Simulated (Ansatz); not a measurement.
# Work function of Al(111): what the settings cost and change

How far do cutoff, k-mesh and smearing move the work function of Al(111)?

Program: Ansatz 0.2.0. Level of theory: plane-wave DFT, PBE, Ansatz PAW. Results are calculated unless marked as measured.

**Measured values to reproduce.**

“Properties of real metallic surfaces: Effects of density functional semilocality and van der Waals nonlocality” (2017, arxiv:1702.08515) quotes from earlier work for Al (clean (111) face, a compiled value): work function (clean (111) face, a compiled value) 4.32 eV.

**1. The starting structure**

The cell holds 7 atoms: 7 Al. Cell: a = 2.864 Å, b = 2.864 Å, c = 32.030 Å, α = 90.0°, β = 90.0°, γ = 60.0°. Vacuum lies along c.

Coordinates:

```cif
data_structure
_symmetry_space_group_name_H-M 'P 1'
_symmetry_Int_Tables_number 1
_cell_length_a 2.8638
_cell_length_b 2.8638
_cell_length_c 32.0296
_cell_angle_alpha 90.000
_cell_angle_beta 90.000
_cell_angle_gamma 60.000
_cell_volume 227.49
loop_
_atom_site_label
_atom_site_type_symbol
_atom_site_fract_x
_atom_site_fract_y
_atom_site_fract_z
_atom_site_occupancy
Al1 Al 0.00000 0.00000 0.28099 1
Al2 Al 0.33333 0.33333 0.35399 1
Al3 Al 0.66667 0.66667 0.42700 1
Al4 Al 0.00000 0.00000 0.50000 1
Al5 Al 0.33333 0.33333 0.57300 1
Al6 Al 0.66667 0.66667 0.64601 1
Al7 Al 0.00000 0.00000 0.71901 1
```

**2. Run, setting cutoff 200 eV**

A work function rests on the faint tail of the density, so the SCF threshold is tight. The cutoff is raised first; then mesh and smearing are varied at the default cutoff.

The input, input.yaml:

```yaml
crystal:
  lattice:
    - [2.8637824638, 0.0, 0.0]
    - [1.4318912319, 2.4801083646, 0.0]
    - [0.0, 0.0, 32.0296115413]
  atoms:
    - { symbol: Al, position: [0.0, 0.0, 0.2809899829] }
    - { symbol: Al, position: [0.3333333333, 0.3333333333, 0.3539933219] }
    - { symbol: Al, position: [0.6666666667, 0.6666666667, 0.426996661] }
    - { symbol: Al, position: [0.0, 0.0, 0.5] }
    - { symbol: Al, position: [0.3333333333, 0.3333333333, 0.573003339] }
    - { symbol: Al, position: [0.6666666667, 0.6666666667, 0.6460066781] }
    - { symbol: Al, position: [0.0, 0.0, 0.7190100171] }
kpoints:
  mp_grid: { grid: [16, 16, 1] }
hamiltonian:
  xc: pbe
scf:
  occupations: { method: fermi_dirac, width: 0.1 }
  convergence: { dr2_threshold: 1.0e-09 }
efield:
  axis: 3
  dipole_correction: true
  ramp_position: 0.97
  ramp_width: 0.06
basis:
  ecutwfc: "200 eV"
output:
  write_potential: true
  write_density: true
  volumetric_format: npy
  elf: true
```

On the command line:

```bash
$ ansatz run input.yaml --threads 2 --pin off --max-ram 3072MiB --backend cpu --events-out ev --progress --plain --runs-dir out
```

Numbers of over 12 decimals in the logs are rounded to 6 here.

Log:

```text
Warning: basis.ecutwfc = 200 eV is below the records' recommended 420 eV, and the density's cutoff is lower with it unless basis.ecutrho_ratio is high enough to keep the records' density cutoff: compare with a run at a higher cutoff
Warning: basis.ecutrho_ratio 4 (ecutrho = 800 eV, dense FFT grid 15×15×150): the grid does not resolve the core-correction charge of Al (measure 0.12 e/Å^2.5); warned from 0.08. The energy and each atom's force then go with where the atoms sit on the grid: [figures from the program's tests cut] If this deck is also warned that a cutoff or its ratio is below what is recommended, mend that before anything below. First try basis.xc_grid, which is 1 on this run (the dense grid itself), where it is not refused (2, then 3). Above 1 the core-correction charge is laid on the exchange–correlation grid, and this warning is never given, whether or not the level is enough: [rest of the remark cut]
Engine: ansatz 0.2.0, x86_64-unknown-linux-gnu
Pseudopotentials: kind: paw
Pseudopotential: Al, paw, valence charge 3, recommended cutoff 420 eV (normal), Al.paw.azcp
Functional definition: PBE
  parameter kappa = 0.804
  parameter beta = 0.066725
  exchange = pbe_x(kappa = kappa, mu = beta*pi^2/3)
  correlation = pbe_c(beta = beta)
Crystal: 7 atoms, lattice volume = 227.490 Å³
Basis set: ecut = 200 eV, 1507 PW (Γ)
Bands: 18, of which v1, the nominal top of the filled ones, is band 11 counted from 1 (10 counted from 0)
Symmetry: 6 space group operations
k-points: 30 of 256 (time reversal used)
Non-local potential: Al, projectors of the file, l = 0: 2, l = 1: 2, l = 2: 1
PAW form: soft (Blöchl's): semilocal exchange-correlation on the pseudo side does not see the compensation charge
PAW one-centre angular grid: Al, 110 points (default); XC on 64 Gauss nodes
Initial density: superposition of atomic densities (neutral atoms: chi_scale 0, normalization atom), corrected by the library's trained network
Initial wavefunctions: pseudopotential atomic-orbital guess
Functional: x = pbe(κ = 0.804, μ = 0.219515), c = pbe(β = 0.066725)
SCF iter   1: F=—  HF=-3760.004786 eV  |F-HF|=—  |Δ(HF+E_count)|=         —  Δρ=2.58e-3  dr2=1.85e-2  ethr=1.77e-3  p=0.000 e·Å  D=5.32e-14 V/Å  ΔV_dip=-0.00 eV  dr2_dipole=3.83e-6  V_vac-E_F(+/−)=3.84/3.84 eV  ⟨swp⟩=9.4  Hψ=4016  notcnv=0
efield: sawtooth ramp at fractional position 0.9700 (set: `efield.ramp_position`, or a place that a band, a saddle search or an elastic batch's reference lends), width 0.0600; the density the first Hamiltonian is built on has a dipole p = 0.000 e·Å; the dipole correction subtracts the counter field D = 5.32e-14 V/Å, which shifts the + side's vacuum level by -0.00 eV against the − side's; the planar-averaged density in the ramp window peaks in size at 9.5e-6 e/Å³
preconditioner: auto → LDOS  [metal: Δε(μ)=0.056 eV  Ē_g=6.909 eV  σ=0.100 eV  W_gap=0.14  n_scr=18 (ndim 8)  ℏωp=11.3 eV  f_vac=0.415  D(μ)=2.82/eV (n_scr^D=14)  β→1.0]
SCF iter   2: F=—  HF=-3760.015582 eV  |F-HF|=—  |Δ(HF+E_count)|=   1.08e-2  Δρ=3.27e-4  dr2=7.38e-4  ethr=8.80e-5  p=0.000 e·Å  D=1.13e-5 V/Å  ΔV_dip=-0.00 eV  dr2_dipole=3.93e-6  V_vac-E_F(+/−)=3.98/3.98 eV  ⟨swp⟩=2.6  Hψ=1162  notcnv=0  defer=10
SCF iter   3: F=—  HF=-3760.015606 eV  |F-HF|=—  |Δ(HF+E_count)|=   2.41e-5  Δρ=1.26e-4  dr2=1.85e-4  ethr=3.51e-6  p=0.000 e·Å  D=1.90e-6 V/Å  ΔV_dip=-0.00 eV  dr2_dipole=2.23e-8  V_vac-E_F(+/−)=4.00/4.00 eV  ⟨swp⟩=2.6  Hψ=928  notcnv=0  defer=10
SCF iter   4: F=—  HF=-3760.015585 eV  |F-HF|=—  |Δ(HF+E_count)|=   2.10e-5  Δρ=3.53e-5  dr2=1.72e-5  ethr=8.80e-7  p=-0.000 e·Å  D=-4.82e-9 V/Å  ΔV_dip=0.00 eV  dr2_dipole=2.51e-8  V_vac-E_F(+/−)=4.01/4.01 eV  ⟨swp⟩=2.0  Hψ=719  notcnv=0  defer=10
SCF iter   5: F=—  HF=-3760.015586 eV  |F-HF|=—  |Δ(HF+E_count)|=   3.48e-7  Δρ=1.08e-5  dr2=1.14e-6  ethr=8.19e-8  p=-0.000 e·Å  D=-1.74e-7 V/Å  ΔV_dip=0.00 eV  dr2_dipole=2.29e-9  V_vac-E_F(+/−)=4.01/4.01 eV  ⟨swp⟩=2.2  Hψ=725  notcnv=0  defer=10
SCF iter   6: F=—  HF=-3760.015585 eV  |F-HF|=—  |Δ(HF+E_count)|=   4.15e-7  Δρ=1.71e-6  dr2=2.13e-8  ethr=5.41e-9  p=0.000 e·Å  D=2.34e-8 V/Å  ΔV_dip=-0.00 eV  dr2_dipole=9.97e-11  V_vac-E_F(+/−)=4.01/4.01 eV  ⟨swp⟩=2.6  Hψ=901  notcnv=0  defer=10
SCF iter   7: F=—  HF=-3760.015585 eV  |F-HF|=—  |Δ(HF+E_count)|=   3.46e-9  Δρ=2.94e-7  dr2=1.14e-9  ethr=1.01e-10  p=0.000 e·Å  D=1.74e-8 V/Å  ΔV_dip=-0.00 eV  dr2_dipole=2.11e-15  V_vac-E_F(+/−)=4.01/4.01 eV  ⟨swp⟩=2.4  Hψ=858  notcnv=0  defer=10
SCF iter   8: F=-3760.015585 eV  HF=-3760.015585 eV  |F-HF|=1.41e-11  |Δ(HF+E_count)|=  2.18e-11  Δρ=5.60e-8  dr2=2.61e-11  ethr=4.76e-12  p=0.000 e·Å  D=6.32e-9 V/Å  ΔV_dip=-0.00 eV  dr2_dipole=1.11e-13  V_vac-E_F(+/−)=4.01/4.01 eV  ⟨swp⟩=7.1  Hψ=1680  notcnv=0
SCF 1 converged in 8 iterations: F = -3760.015585 eV  dr2 = 2.61e-11
  greatest PAW one-centre occupation: 0.469 electrons in one spin orbital (limit 2), on the Al atom at site 0 (counted from 0), in its partial waves of l = 0
WARN: The output density's exchange-correlation potential varies sharply where the density is thin. Do not read a vacuum level from v_tot or v_xc, or from such a field of the output density. On a cell that repeats whose density bears no net charge and no dipole along the vacuum's axis use v_es (v_loc + v_h of the components); under efield.dipole_correction with no amplitude use v_es + v_field, which holds any externa [...]
SCF converged after 8 iterations
Free energy (F): -3760.015585 eV
Harris-Foulkes:  -3760.015585 eV  (|F-HF|=1.41e-11)
Internal energy: -3759.921746 eV  (E = F + TS)
E sigma→0 (E₀):  -3759.968666 eV
Entropy (-TS):   -0.093840 eV (-13.406 meV/atom)
Fermi energy:    2.177972 eV
Dipole field:    D = -0.000000 V/Å  (p = -0.000001 e·Å, saw-weighted, corrected)
Work function:   Φ+ = 4.0087 eV   Φ− = 4.0087 eV
Levels:          The Fermi level and band energies are counted from a zero that moves with the ramp; work functions are not
--- Per-component energies (eV) ---
  E_band       = -44.723591
  E_kinetic    = 153.237316
  E_local      = -7131.367294  (includes V_loc(G=0)·N_el)
  E_nonlocal   = 75.736123
  E_hartree    = 3541.585584
  E_xc         = -275.575903
  E_vxc        = -199.286941  (∫ρ·V_xc dr)
  E_paw        = -3272.011228  (= ΣΔE_a)
  E_vpaw       = -26.214096  (= ΣTr[D̂ρ^β])
  E_aug_tail   = -0.000211  (compensation charges beyond the density's cutoff)
  E_efield     = 0.000000  (sawtooth field / dipole correction)
  E_vefield    = 0.000000  (∫n·V_field dr)
  E_ewald      = 3148.473868
  E_smearing   = -0.093840  (= −TS)
  E_closure    = 0.000000  (closes the sum)
  Σ components = -3760.015585   (vs F -3760.015585, Δ=0.00e0)
--- Band table (eV; the first three rows and the last of 30) ---
  k-point 0: bands = [... 7 lower, -1.6278, 0.1541, 2.0009, 3.7873, 5.1997, 5.8327, 6.5904, 6.6165, ... 3 higher]
  k-point 1: bands = [... 7 lower, -1.5368, 0.2451, 2.0908, 3.8757, 5.2890, 5.9261, 6.6822, 6.7061, ... 3 higher]
  k-point 2: bands = [... 7 lower, -1.2744, 0.5083, 2.3486, 4.1266, 5.5436, 6.2000, 6.9412, 6.9631, ... 3 higher]
  k-point 29: bands = [... 7 lower, -0.1432, 0.3646, 0.4113, 0.6379, 1.0748, 1.3765, 1.8639, 2.6015, ... 3 higher]
```

Wall time 2.5 s (2 threads of Intel Xeon 6975P-C (Granite Rapids), shared host); peak memory 0.38 GiB; 4.2 s of CPU time.

This step gave:

```yaml
energy_at_zero_smearing: -3759.9687 eV
work_function_upper_face: 4.009 eV
```

Running mean over 2.338 Å of the planar mean; the ramp of the sawtooth is left out. Table of electron's electrostatic potential energy less the Fermi level by z:

```csv
z (Å),electron's electrostatic potential energy less the Fermi level (eV)
4,4.01
5,4.00
6,3.91
7,2.88
8,-1.45
9,-4.53
10,-4.71
11,-4.73
12,-4.74
13,-4.73
14,-4.74
15,-4.74
16,-4.75
17,-4.74
18,-4.74
19,-4.73
20,-4.74
21,-4.73
22,-4.71
23,-4.54
24,-1.59
25,2.81
26,3.90
27,4.00
28,4.01
```

Valence density in the ca plane at fractional y = 0.000, with atoms of Al within 0.2 Å of it. It is the smooth field of the valence electrons, not physical close to the nuclei.

Ten even steps from '0' (0.00 e/Å³) to '9' (0.22 e/Å³), each cell a mean:
```
65568889984348988886556788898534663100000000
76789998997679989998667999889867752100000000
98899998889998889999889999888999742100000000
99999998778987789899999989877898642100000000
98999998789998789999999999878999742100000000
87789998898889889998778999889988752100000000
66678998985458989987667899899645663100000000
65567889973347998876556788898433563100000000
```
Columns run along c (16.0 Å, from fractional 0.38 to 0.88 of the cell), rows up along a (2.9 Å). Atoms in or near the plane, at fractional coordinates: Al at (0.50, 0.00), Al at (0.72, 0.00).

ELF in the ca plane at fractional y = 0.000, with atoms of Al within 0.2 Å of it. It is the smooth field of the valence electrons, not physical close to the nuclei.

Ten even steps from '0' (0.00) to '9' (0.74), each cell a mean:
```
43357788841215878764334678886233588530000000
65568887774347778876556788777435897420000000
87777787677877678777778777767789985310000000
88876666667876666668888656666789875210000000
87777776678887667678778767766789985210000000
76678887776567778887667788777668996310000000
54457887852126878875445788786223698520000000
43346788742724888764334678885175488530000000
```
Columns run along c (16.0 Å, from fractional 0.38 to 0.88 of the cell), rows up along a (2.9 Å). Atoms in or near the plane, at fractional coordinates: Al at (0.50, 0.00), Al at (0.72, 0.00).

Electrostatic potential energy in the ca plane at fractional y = 0.000, with atoms of Al within 0.2 Å of it. With pseudopotentials it is smooth inside the atoms' cores, unlike the true potential.

Ten even steps from '0' (-15 eV) to '9' (6 eV), each cell a mean:
```
89888888502410688888898878861042048999999999
78876677630003777667887667774000268999999999
67753357764357775335776334777544689999999999
57641147887778863114775213688777899999999999
67742247876667874225775213687666789999999999
78765567751125776556887556775211478999999999
88887778610101687778888777872010058999999999
89988888503520588888998888861153048999999999
```
Columns run along c (16.0 Å, from fractional 0.38 to 0.88 of the cell; values clipped at the 3rd and 97th percentile), rows up along a (2.9 Å). Atoms in or near the plane, at fractional coordinates: Al at (0.50, 0.00), Al at (0.72, 0.00).

The work function is 4.009 eV.

**3. Slab**

Edit input.yaml of step 2 so:

```diff
@@ -26,3 +26,3 @@
 basis:
-  ecutwfc: "200 eV"
+  ecutwfc: "300 eV"
 output:
@@ -31,2 +31 @@
   volumetric_format: npy
-  elf: true
```

Log:

```text
[...]
Crystal: 7 atoms, lattice volume = 227.490 Å³
Basis set: ecut = 300 eV, 2605 PW (Γ)
Bands: 18, of which v1, the nominal top of the filled ones, is band 11 counted from 1 (10 counted from 0)
Symmetry: 6 space group operations
k-points: 30 of 256 (time reversal used)
[...]
k-point 0: bands = [... 7 lower, -1.7213, 0.0817, 1.9274, 3.7240, 5.1604, 5.8321, 6.5980, 6.6039, ... 3 higher]
  k-point 1: bands = [... 7 lower, -1.6338, 0.1708, 2.0152, 3.8101, 5.2484, 5.9247, 6.6865, 6.6953, ... 3 higher]
  k-point 2: bands = [... 7 lower, -1.3702, 0.4340, 2.2738, 4.0626, 5.5053, 6.1992, 6.9377, 6.9670, ... 3 higher]
  k-point 29: bands = [... 7 lower, -0.2028, 0.2765, 0.3447, 0.5298, 0.9716, 1.3062, 1.7490, 2.5828, ... 3 higher]
[key lines of the parts left out:]
SCF converged after 8 iterations
Free energy (F): -3761.657869 eV
Fermi energy:    2.099405 eV
Dipole field:    D = -0.000001 V/Å  (p = -0.000001 e·Å, saw-weighted, corrected)
Work function:   Φ+ = 4.0364 eV   Φ− = 4.0364 eV
```

Run time: 4.2 s. Hardware: 2 threads; peak memory 0.43 GiB; 7.5 s of CPU time.

The work function is 4.036 eV, +0.028 eV from the run “cutoff 200 eV”, at 1.8 times its CPU time.

**4. Run**

Edit input.yaml of step 3 so:

```diff
@@ -26,3 +26,3 @@
 basis:
-  ecutwfc: "300 eV"
+  ecutwfc: "420 eV"
 output:
```

Log:

```text
[...]
Crystal: 7 atoms, lattice volume = 227.490 Å³
Basis set: ecut = 420 eV, 4463 PW (Γ)
Bands: 18, of which v1, the nominal top of the filled ones, is band 11 counted from 1 (10 counted from 0)
Symmetry: 6 space group operations
k-points: 30 of 256 (time reversal used)
[...]
k-point 0: bands = [... 7 lower, -1.7315, 0.0767, 1.9234, 3.7203, 5.1580, 5.8376, 6.6035, 6.6101, ... 3 higher]
  k-point 1: bands = [... 7 lower, -1.6437, 0.1647, 2.0100, 3.8057, 5.2455, 5.9300, 6.6916, 6.7013, ... 3 higher]
  k-point 2: bands = [... 7 lower, -1.3804, 0.4274, 2.2677, 4.0573, 5.5016, 6.2040, 6.9421, 6.9728, ... 3 higher]
  k-point 29: bands = [... 7 lower, -0.2102, 0.2674, 0.3378, 0.5194, 0.9612, 1.2989, 1.7369, 2.5821, ... 3 higher]
[key lines of the parts left out:]
SCF converged after 8 iterations
Free energy (F): -3761.839042 eV
Fermi energy:    2.092448 eV
Dipole field:    D = 0.000000 V/Å  (p = 0.000000 e·Å, saw-weighted, corrected)
Work function:   Φ+ = 4.0389 eV   Φ− = 4.0389 eV
```

It took 6 s on 2 threads; peak memory 0.5 GiB.

The work function is 4.039 eV, +0.030 eV from the run “cutoff 200 eV”, at 2.6 times its CPU time.

**5. Run**

Edit input.yaml of step 4 so:

```diff
@@ -26,3 +26,3 @@
 basis:
-  ecutwfc: "420 eV"
+  ecutwfc: "600 eV"
 output:
```

Log:

```text
[...]
Crystal: 7 atoms, lattice volume = 227.490 Å³
Basis set: ecut = 600 eV, 7567 PW (Γ)
Bands: 18, of which v1, the nominal top of the filled ones, is band 11 counted from 1 (10 counted from 0)
Symmetry: 6 space group operations
k-points: 30 of 256 (time reversal used)
[...]
k-point 0: bands = [... 7 lower, -1.7316, 0.0766, 1.9233, 3.7202, 5.1576, 5.8471, 6.6061, 6.6410, ... 3 higher]
  k-point 1: bands = [... 7 lower, -1.6438, 0.1645, 2.0099, 3.8056, 5.2451, 5.9393, 6.6942, 6.7323, ... 3 higher]
  k-point 2: bands = [... 7 lower, -1.3806, 0.4273, 2.2676, 4.0572, 5.5012, 6.2128, 6.9463, 7.0020, ... 3 higher]
  k-point 29: bands = [... 7 lower, -0.2103, 0.2673, 0.3378, 0.5193, 0.9611, 1.2989, 1.7369, 2.5821, ... 3 higher]
[key lines of the parts left out:]
SCF converged after 8 iterations
Free energy (F): -3761.841977 eV
Fermi energy:    2.092373 eV
Dipole field:    D = -0.000000 V/Å  (p = -0.000000 e·Å, saw-weighted, corrected)
Work function:   Φ+ = 4.0390 eV   Φ− = 4.0390 eV
```

Elapsed: 16 s, on 2 threads; peak memory 0.64 GiB.

The work function is 4.039 eV, +0.000 eV from the run “cutoff 420 eV”, at 2.7 times its CPU time.

**6. Run**

Edit input.yaml of step 5 so:

```diff
@@ -14,3 +14,3 @@
 kpoints:
-  mp_grid: { grid: [16, 16, 1] }
+  mp_grid: { grid: [3, 3, 1] }
 hamiltonian:
@@ -25,4 +25,2 @@
   ramp_width: 0.06
-basis:
-  ecutwfc: "600 eV"
 output:
```

Log:

```text
[...]
Crystal: 7 atoms, lattice volume = 227.490 Å³
Basis set: ecut = 420 eV, 4463 PW (Γ)
Bands: 18, of which v1, the nominal top of the filled ones, is band 11 counted from 1 (10 counted from 0)
Symmetry: 6 space group operations
k-points: 3 of 9 (time reversal used)
[...]
Work function:   Φ+ = 4.0033 eV   Φ− = 4.0032 eV
[...]
--- Band table (eV) ---
  k-point 0: bands = [... 7 lower, -1.6200, 0.1742, 2.0030, 3.7613, 5.1122, 5.7142, 6.5088, 6.5172, ... 3 higher]
  k-point 1: bands = [... 7 lower, 0.8113, 1.6050, 1.9658, 2.4906, 2.9713, 3.3952, 4.3182, 4.6572, ... 3 higher]
  k-point 2: bands = [... 7 lower, -0.1146, 0.0393, 0.6846, 0.6846, 0.7200, 1.5706, 1.5706, 2.5733, ... 3 higher]
[key lines of the parts left out:]
SCF converged after 10 iterations
Free energy (F): -3760.595661 eV
Fermi energy:    1.980290 eV
Dipole field:    D = -0.000002 V/Å  (p = -0.000003 e·Å, saw-weighted, corrected)
```

Run time: 2.8 s. Hardware: 2 threads; peak memory 0.4 GiB; 2.9 s of CPU time.

The work function is 4.003 eV, -0.036 eV from the run “cutoff 420 eV”, at 0.26 times its CPU time.

**7. Run**

Edit input.yaml of step 6 so:

```diff
@@ -14,3 +14,3 @@
 kpoints:
-  mp_grid: { grid: [3, 3, 1] }
+  mp_grid: { grid: [5, 5, 1] }
 hamiltonian:
```

Log:

```text
[...]
Crystal: 7 atoms, lattice volume = 227.490 Å³
Basis set: ecut = 420 eV, 4463 PW (Γ)
Bands: 18, of which v1, the nominal top of the filled ones, is band 11 counted from 1 (10 counted from 0)
Symmetry: 6 space group operations
k-points: 5 of 25 (time reversal used)
[...]
k-point 0: bands = [... 7 lower, -1.7744, 0.0300, 1.8868, 3.7019, 5.1780, 5.8915, 6.6417, 6.6579, ... 3 higher]
  k-point 1: bands = [... 7 lower, -0.8770, 0.9197, 2.7463, 4.4863, 5.6987, 6.0850, 6.3429, 6.6937, ... 3 higher]
  k-point 2: bands = [... 7 lower, -0.3400, 0.1667, 0.7670, 1.3701, 1.8918, 2.3095, 3.5213, 3.6984, ... 3 higher]
  k-point 4: bands = [... 7 lower, -0.6400, 0.1727, 0.7340, 1.6741, 1.6827, 2.1884, 2.2593, 2.6946, ... 3 higher]
[key lines of the parts left out:]
SCF converged after 8 iterations
Free energy (F): -3761.808397 eV
Fermi energy:    2.182337 eV
Dipole field:    D = -0.000006 V/Å  (p = -0.000007 e·Å, saw-weighted, corrected)
Work function:   Φ+ = 4.0184 eV   Φ− = 4.0182 eV
```

It took 3.9 s on 2 threads; peak memory 0.4 GiB; 3.5 s of CPU time.

The work function is 4.018 eV, -0.021 eV from the run “cutoff 420 eV”, at 0.31 times its CPU time.

**8. Run**

Edit input.yaml of step 7 so:

```diff
@@ -14,3 +14,3 @@
 kpoints:
-  mp_grid: { grid: [5, 5, 1] }
+  mp_grid: { grid: [11, 11, 1] }
 hamiltonian:
```

Log:

```text
[...]
Crystal: 7 atoms, lattice volume = 227.490 Å³
Basis set: ecut = 420 eV, 4463 PW (Γ)
Bands: 18, of which v1, the nominal top of the filled ones, is band 11 counted from 1 (10 counted from 0)
Symmetry: 6 space group operations
k-points: 16 of 121 (time reversal used)
[...]
k-point 0: bands = [... 7 lower, -1.7365, 0.0715, 1.9185, 3.7167, 5.1567, 5.8399, 6.6038, 6.6138, ... 3 higher]
  k-point 1: bands = [... 7 lower, -1.5507, 0.2573, 2.1013, 3.8966, 5.3408, 6.0348, 6.7887, 6.8064, ... 3 higher]
  k-point 2: bands = [... 7 lower, -0.9946, 0.8095, 2.6365, 4.3996, 5.8015, 6.5113, 6.7622, 6.8613, ... 3 higher]
  k-point 15: bands = [... 7 lower, -0.0452, 0.3242, 0.6517, 0.7648, 1.1421, 1.3548, 1.7685, 2.5471, ... 3 higher]
[key lines of the parts left out:]
SCF converged after 7 iterations
Free energy (F): -3761.842262 eV
Fermi energy:    2.119133 eV
Dipole field:    D = -0.000001 V/Å  (p = -0.000002 e·Å, saw-weighted, corrected)
Work function:   Φ+ = 4.0198 eV   Φ− = 4.0198 eV
```

Run time: 7.9 s. Hardware: 2 threads; peak memory 0.44 GiB.

The work function is 4.020 eV, -0.019 eV from the run “cutoff 420 eV”, at 0.92 times its CPU time.

(Part 1 of 2 ends here.)

[Logs are printed without paths, hosts, clocks, repeated set-up lines and the standing remarks that a program may print on its own settings, such as how far it seeks lower states.]

[Hosts, paths, dates, database ids (printed as entryN), source tags and the programs' standing remarks are cut or masked in the printed files.]

[Maps of the electrostatic potential energy from Ansatz leave out the sawtooth potential of an applied field or a dipole correction, so their vacuum need not be flat; planar profiles and work functions include it.]
